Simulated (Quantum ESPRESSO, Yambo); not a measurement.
# BiOBr (P4/nmm): changed settings of a GW run in Yambo

Aim: change inputs of a GW run on BiOBr (P4/nmm) and see what moves.

Main program and level: Yambo 5.3.0; PBEsol and many-body steps on it, plane waves.

The database entry behind the starting cell differs from later determinations by our own check (0.1 to 0.3 % short, probably kX units), so it need not match the best structure at ambient conditions.

### Step 1. Starting point

It takes space group P4/nmm (No. 129, tetragonal). The conventional cell has a = 3.916 Å, b = 3.916 Å, c = 8.077 Å, α = 90.00°, β = 90.00°, γ = 90.00°. Bi has 4 O at 2.32 Å and 4 Br at 3.18 Å nearest. Br has 4 Bi at 3.18 Å nearest. Nearest to O lie 4 Bi at 2.32 Å. Farther neighbours and most contacts between anions are not listed.

Coordinates:

```cif
data_structure
_symmetry_space_group_name_H-M 'P4/nmm:1'
_symmetry_Int_Tables_number 129
_cell_length_a 3.9160
_cell_length_b 3.9160
_cell_length_c 8.0770
_cell_angle_alpha 90.000
_cell_angle_beta 90.000
_cell_angle_gamma 90.000
_cell_volume 123.86
loop_
_atom_site_label
_atom_site_type_symbol
_atom_site_symmetry_multiplicity
_atom_site_Wyckoff_symbol
_atom_site_fract_x
_atom_site_fract_y
_atom_site_fract_z
_atom_site_occupancy
Bi1 Bi 2 c 0.00000 0.50000 0.15400 1
Br1 Br 2 c 0.00000 0.50000 0.65300 1
O1 O 2 a 0.00000 0.00000 0.00000 1
```

The cell and positions come from the Crystallography Open Database and are kept as given unless a step says otherwise. Spin-orbit coupling is left out unless a step names it.

### Step 2. Base

This step: Yambo 5.3.0; G0W0 on PBEsol, plane waves, norm-conserving pseudopotentials.

Now the one-shot GW correction: screening in the RPA, then the self-energy of the levels asked for.

gw2.in

```
HF_and_locXC
gw0
dyson
ppa
em1d
rim_cut
RandQpts= 1000000
RandGvec= 1 RL
EXXRLvcs= 72 Ry
VXCRLvcs= 288 Ry
Chimod= "HARTREE"
% BndsRnXp
 1 | 256 |
%
NGsBlkXp= 11.5 Ry
% LongDrXp
 1 | 1 | 1 |
%
% GbndRnge
 1 | 256 |
%
DysSolver= "n"
ExtendOut
PPAPntXp= 27.21138 eV
% QPkrange
 6 | 6 | 45 | 48 |
 2 | 2 | 45 | 48 |
 1 | 1 | 45 | 48 |
%
```

Started as:

```sh
$ OMP_NUM_THREADS=1 mpirun -n 16 yambo -F gw2.in -J gw2 -C gw2 > gw2.log
```

Output:

```text
 Yambo, version 5.3.0

 [02] CORE Variables Setup
 =========================

  [... cell, symmetries and grids as in the set-up ...]

  [02.05] Energies & Occupations
  ==============================

  [X] === General ===
  [X] Electronic Temperature                        :  0.000000  0.000000 [eV K]
  [X] Bosonic    Temperature                        :  0.000000  0.000000 [eV K]
  [X] Finite Temperature mode                       : no
  [X] El. density                                   :  0.74277E+24 [cm-3]
  [X] Fermi Level                                   :  9.549158 [eV]

  [X] === Gaps and Widths ===
  [X] Conduction Band Min                           :  2.212491 [eV]
  [X] Valence Band Max                              :  0.000000 [eV]
  [X] Filled Bands                                  :   46
  [X] Empty Bands                                   :    47   562
  [X] Direct Gap                                    :  2.276783 [eV]
  [X] Direct Gap localized at k                     :  2
  [X] Indirect Gap                                  :  2.212491 [eV]
  [X] Indirect Gap between kpts                     :   6   2
  [X] Last valence band width                       :  0.932722 [eV]
  [X] 1st conduction band width                     :  2.180240 [eV]

 [03] Transferred momenta grid and indexing
 ==========================================

 IBZ Q-points                                      :  12
 BZ  Q-points                                      :   32

 K/Q-points units:
 rlu = crystal or reduced units; cc = cartesian coordinates; iku = interal k-units

 Q [ 1]         [rlu]:  0.000000  0.000000  0.000000
 Q [ 2]         [rlu]:  0.000000  0.000000 -0.500000
 Q [ 3]         [rlu]:  0.000000  0.250000  0.000000
 Q [ 4]         [rlu]:  0.000000  0.250000 -0.500000
 Q [ 5]         [rlu]:  0.000000 -0.500000  0.000000
 Q [ 6]         [rlu]:  0.000000 -0.500000 -0.500000
 Q [ 7]         [rlu]:  0.250000  0.250000  0.000000
 Q [ 8]         [rlu]:  0.250000  0.250000 -0.500000
 Q [ 9]         [rlu]:  0.250000 -0.500000  0.000000
 Q [10]         [rlu]:  0.250000 -0.500000 -0.500000
 Q [11]         [rlu]: -0.500000 -0.500000  0.000000
 Q [12]         [rlu]: -0.500000 -0.500000 -0.500000

 [04] Coloumb potential Random Integration (RIM)
 ===============================================

  [04.01] RIM initialization
  ==========================

  * Diagonal components only detected *

  8 x (sBL volume)        :  0.074190 [a.u.]
  sBZ random points       :  1000000
  Points outside the sBZ  :   7992674
  RL volume               :  0.296761 [a.u.]
  Integrated volume       :  0.297034 [a.u.]

  [04.02] RIM integrals
  =====================

  Gamma point sphere radius             :  0.076220 [a.u.]
  Points outside the sphere             :   799854
  [Int_sBZ(q=0) 1/q^2]*(Vol_sBZ)^(-1/3) =:  7.677820
                                 should be <:  7.795600

  Summary of Coulomb integrals for non-metallic bands |Q|[au] RIM/Bare

  Q [1] 0.100000E-4 0.984892 * Q [2] 0.205826 1.039738
  Q [3] 0.212265 1.055944 * Q [4] 0.295670 1.048372
  Q [7] 0.300188 1.052397 * Q [8] 0.363974 1.035934
  Q [5] 0.424530 1.021008 * Q [6] 0.471795 1.018539
  Q [9] 0.474639 1.018885 * Q [10] 0.517346 1.016385
  Q [11] 0.600376 1.012713 * Q [12] 0.634678 1.011433

 [05] Dipoles
 ============

  [05.01] Setup: observables and procedures
  =========================================

  [WARNING] [x,Vnl] slows the Dipoles computation. To neglect it rename the ns.kb_pp file

 [06] Dynamic Dielectric Matrix (PPA)
 ====================================

 [SLK-Inversion]  Pools        :   4
 [SLK-Inversion]  BLACS grid   :  2  2

 [WR./gw2//ndb.pp]---------------------------------------------------------------
  Brillouin Zone Q/K grids (IBZ/BZ)                :   12   32   12   32
  RL vectors                                       :  10689 [WF]
  Coulomb cutoff potential                         : none
  Electronic Temperature                           :  0.000000 [K]
  Bosonic    Temperature                           :  0.000000 [K]
  PPA    diel. fun.  energies                      : Perdew, Burke & Ernzerhof SOL(X)+Perdew, Burke & Ernzerhof SOL(C)
  wavefunctions                                    : Perdew, Burke & Ernzerhof SOL(X)+Perdew, Burke & Ernzerhof SOL(C)
  Global Gauge                                     : length
  X matrix size                                    :   593
  X band range                                     :    1  256
  X e/h energy range                               : -1.000000 -1.000000 [eV]
  X Time ordering                                  : R
  X Hxc Kernel                                     : HARTREE
  X Drude frequency                                :  0.000000  0.000000
  X poles                                          :  100.0000 [o/o]
  RL vectors in the sum                            :  10689
  [r,Vnl] included                                 : yes
  Field direction                                  :  0.577350E-5  0.577350E-5  0.577350E-5
  BZ energy Double Grid                            : no
  BZ energy DbGd points                            : 0
  BZ Q point size factor                           : -1.000000
  X Optical Averaged directions                    : none

 [07] Local Exchange-Correlation + Non-Local Fock
 ================================================

 [VXC] Plane waves :   68823
 [EXS] Plane waves :   8537

 QP @ state[ 1 ] K range:  1  2
 QP @ state[ 1 ] b range:   45   48
 QP @ state[ 2 ] K range:   6   6
 QP @ state[ 2 ] b range:   45   48

 [xc] Functional : Perdew, Burke & Ernzerhof SOL(X)+Perdew, Burke & Ernzerhof SOL(C)
 [xc] LIBXC used to calculate xc functional
  PP Number of Atomic Species                      :  3
  NLCC RL compoments                               :   68823
  PP Number of Atomic Species                      :  3
  NLCC RL compoments                               :   68823

 [xc] E_xc :  -65.23795 [Ha]
      E_xc :  -130.4759 [Ry]

  Local XC kind (lXC) : Perdew, Burke & Ernzerhof SOL(X)+Perdew, Burke & Ernzerhof SOL(C)
  Non-Local XC kind (nlXC) : Hartree-Fock

  Corrections @ K [1] :  [eV]
 <45|nlXC|45> = -19.41793 -0.11679E-16 <45|lXC|45> = -14.96021  0.37763E-15
 <46|nlXC|46> = -18.25927  0.55338E-18 <46|lXC|46> = -14.41026 -0.37763E-15
 <47|nlXC|47> = -9.089256 -0.69527E-17 <47|lXC|47> = -12.99814  0.18882E-15
 <48|nlXC|48> = -9.764398 -0.77652E-18 <48|lXC|48> = -13.30756  0.000000

  Corrections @ K [2] :  [eV]
 <45|nlXC|45> = -19.83720 -0.60266E-17 <45|lXC|45> = -15.22907 -0.70806E-16
 <46|nlXC|46> = -19.49279 -0.18140E-17 <46|lXC|46> = -15.25310  0.000000
[...]
Corrections @ K [6] :  [eV]
[...]
<46|nlXC|46> = -20.42129  0.78138E-17 <46|lXC|46> = -16.53696 -0.23602E-16
 <47|nlXC|47> = -9.823125 -0.12270E-17 <47|lXC|47> = -13.74190  0.94408E-16
 <48|nlXC|48> = -9.823131 -0.19023E-18 <48|lXC|48> = -13.74190  0.70806E-16

 [08] Dyson equation: Newton solver
 ==================================

  [08.01] G0W0 (W PPA)
  ====================

  [  GW  ] Bands range     :    1  256
  [GW/PPA] G damping       :  0.100000 [eV]

  QP @ state[ 1 ] K range:  1  2
  QP @ state[ 1 ] b range:   45   48
  QP @ state[ 2 ] K range:   6   6
  QP @ state[ 2 ] b range:   45   48

   Sc/G bands                                       :    1  256
   Sc/G damping                                     :  0.100000 ev
   Sc bands terminator                              : no
   Sx RL components                                 :   8537

   QP @ state[ 1 ] K range                          :  1  2
   QP @ state[ 1 ] b range                          :   45   48
   QP @ state[ 2 ] K range                          :   6   6
   QP @ state[ 2 ] b range                          :   45   48
   GF energies kind                                 : Perdew, Burke & Ernzerhof SOL(X)+Perdew, Burke & Ernzerhof SOL(C)
   GF WF`s kind                                     : Perdew, Burke & Ernzerhof SOL(X)+Perdew, Burke & Ernzerhof SOL(C)
   Xs energies kind                                 : Perdew, Burke & Ernzerhof SOL(X)+Perdew, Burke & Ernzerhof SOL(C)
   Xs WF`s kind                                     : Perdew, Burke & Ernzerhof SOL(X)+Perdew, Burke & Ernzerhof SOL(C)

 [11] Game Over & Game summary
```

Wall time 11 min (16 MPI ranks of Arm Neoverse V2, shared host); peak memory 15 GiB; 3 h of CPU time.

This step gave:

```
G0W0 gap on the points computed              : 3.649 eV
starting gap on the mesh                     : 2.212 eV
k of the valence top                         : 0, -0.5, -0.5
k of the conduction bottom                   : 0, 0, -0.5
least direct G0W0 gap on the computed points : 4.226 eV
Z at the valence top                         : 0.7969
Z at the conduction bottom                   : 0.8283
```

The gap on the mesh goes from 2.21 eV to 3.65 eV, a correction of +1.44 eV.

### Step 3. More G vectors in the random integration

gw6.in, as its differences from gw2.in of step 2:

```diff
@@ -7,3 +7,3 @@
 RandQpts= 1000000
-RandGvec= 1 RL
+RandGvec= 59 RL
 EXXRLvcs= 72 Ry
@@ -29 +29,2 @@
 %
+QpgFull
```

Started as:

```sh
$ OMP_NUM_THREADS=1 mpirun -n 16 yambo -F gw6.in -J gw6,gw2_W -C gw6 > gw6.log
```

Output:

```text
 Yambo, version 5.3.0

 [02] CORE Variables Setup
 =========================

  [... cell, symmetries and grids as in the set-up ...]

  [02.05] Energies & Occupations
  ==============================

  [X] === General ===
  [X] Electronic Temperature                        :  0.000000  0.000000 [eV K]
  [X] Bosonic    Temperature                        :  0.000000  0.000000 [eV K]
  [X] Finite Temperature mode                       : no
  [X] El. density                                   :  0.74277E+24 [cm-3]
  [X] Fermi Level                                   :  9.549158 [eV]

  [X] === Gaps and Widths ===
  [X] Conduction Band Min                           :  2.212491 [eV]
  [X] Valence Band Max                              :  0.000000 [eV]
  [X] Filled Bands                                  :   46
  [X] Empty Bands                                   :    47   562
  [X] Direct Gap                                    :  2.276783 [eV]
  [X] Direct Gap localized at k                     :  2
  [X] Indirect Gap                                  :  2.212491 [eV]
  [X] Indirect Gap between kpts                     :   6   2
  [X] Last valence band width                       :  0.932722 [eV]
  [X] 1st conduction band width                     :  2.180240 [eV]

 [03] Transferred momenta grid and indexing
 ==========================================

 IBZ Q-points                                      :  12
 BZ  Q-points                                      :   32

 K/Q-points units:
 rlu = crystal or reduced units; cc = cartesian coordinates; iku = interal k-units

 Q [ 1]         [rlu]:  0.000000  0.000000  0.000000
 Q [ 2]         [rlu]:  0.000000  0.000000 -0.500000
 Q [ 3]         [rlu]:  0.000000  0.250000  0.000000
[...]
===============================================

  [04.01] RIM initialization
  ==========================

  8 x (sBL volume)        :  0.074190 [a.u.]
  sBZ random points       :  1000000
  Points outside the sBZ  :   7992674
  RL volume               :  0.296761 [a.u.]
  Integrated volume       :  0.297034 [a.u.]

  [04.02] RIM integrals
  =====================

  Gamma point sphere radius             :  0.076220 [a.u.]
  Points outside the sphere             :   799854
  [Int_sBZ(q=0) 1/q^2]*(Vol_sBZ)^(-1/3) =:  7.677820
                                 should be <:  7.795600

  Summary of Coulomb integrals for non-metallic bands |Q|[au] RIM/Bare

  Q [1] 0.100000E-4 0.984892 * Q [2] 0.205826 1.039738
  Q [3] 0.212265 1.055944 * Q [4] 0.295670 1.048372
  Q [7] 0.300188 1.052397 * Q [8] 0.363974 1.035934
  Q [5] 0.424530 1.021008 * Q [6] 0.471795 1.018539
  Q [9] 0.474639 1.018885 * Q [10] 0.517346 1.016385
  Q [11] 0.600376 1.012713 * Q [12] 0.634678 1.011433

 [05] Dipoles
 ============

  [05.01] Setup: observables and procedures
  =========================================

 [06] Dynamic Dielectric Matrix (PPA)
 ====================================

   Sc/G bands                                       :    1  256
   Sc/G damping                                     :  0.100000 ev
   Sc bands terminator                              : no
   Sx RL components                                 :   8537

   QP @ state[ 1 ] K range                          :  1  2
   QP @ state[ 1 ] b range                          :   45   48
   QP @ state[ 2 ] K range                          :   6   6
   QP @ state[ 2 ] b range                          :   45   48
   GF energies kind                                 : Perdew, Burke & Ernzerhof SOL(X)+Perdew, Burke & Ernzerhof SOL(C)
   GF WF`s kind                                     : Perdew, Burke & Ernzerhof SOL(X)+Perdew, Burke & Ernzerhof SOL(C)
   Xs energies kind                                 : Perdew, Burke & Ernzerhof SOL(X)+Perdew, Burke & Ernzerhof SOL(C)
   Xs WF`s kind                                     : Perdew, Burke & Ernzerhof SOL(X)+Perdew, Burke & Ernzerhof SOL(C)

 [11] Game Over & Game summary
```

Run time: 1.9 min. Hardware: 16 MPI ranks; peak memory 15 GiB.

This step gave:

* G0W0 gap on the points computed: 3.663 eV
* starting gap on the mesh: 2.212 eV
* k of the valence top: 0, -0.5, -0.5
* k of the conduction bottom: 0, 0, -0.5
* least direct G0W0 gap on the computed points: 4.240 eV
* Z at the valence top: 0.7960
* Z at the conduction bottom: 0.8274

Against G0W0 in Yambo (4×4×2 mesh, 256 bands, screening to 156.5 eV, Godby-Needs plasmon pole), the gap moves by +0.014 eV.

[end of part 1 of 2]

[Paths, hosts, dates, memory and timing lines, banners, echoed tables and standing remarks are left out of the program output.]

[Logs are printed without paths, hosts, clocks, repeated set-up lines and the standing remarks that a program may print on its own settings, such as how far it seeks lower states.]

[Runs of the session that timed out or met a known fault of the program may be left out.]

[Hosts, paths, dates, database ids (printed as entryN), source tags and the programs' standing remarks are cut or masked in the printed files.]
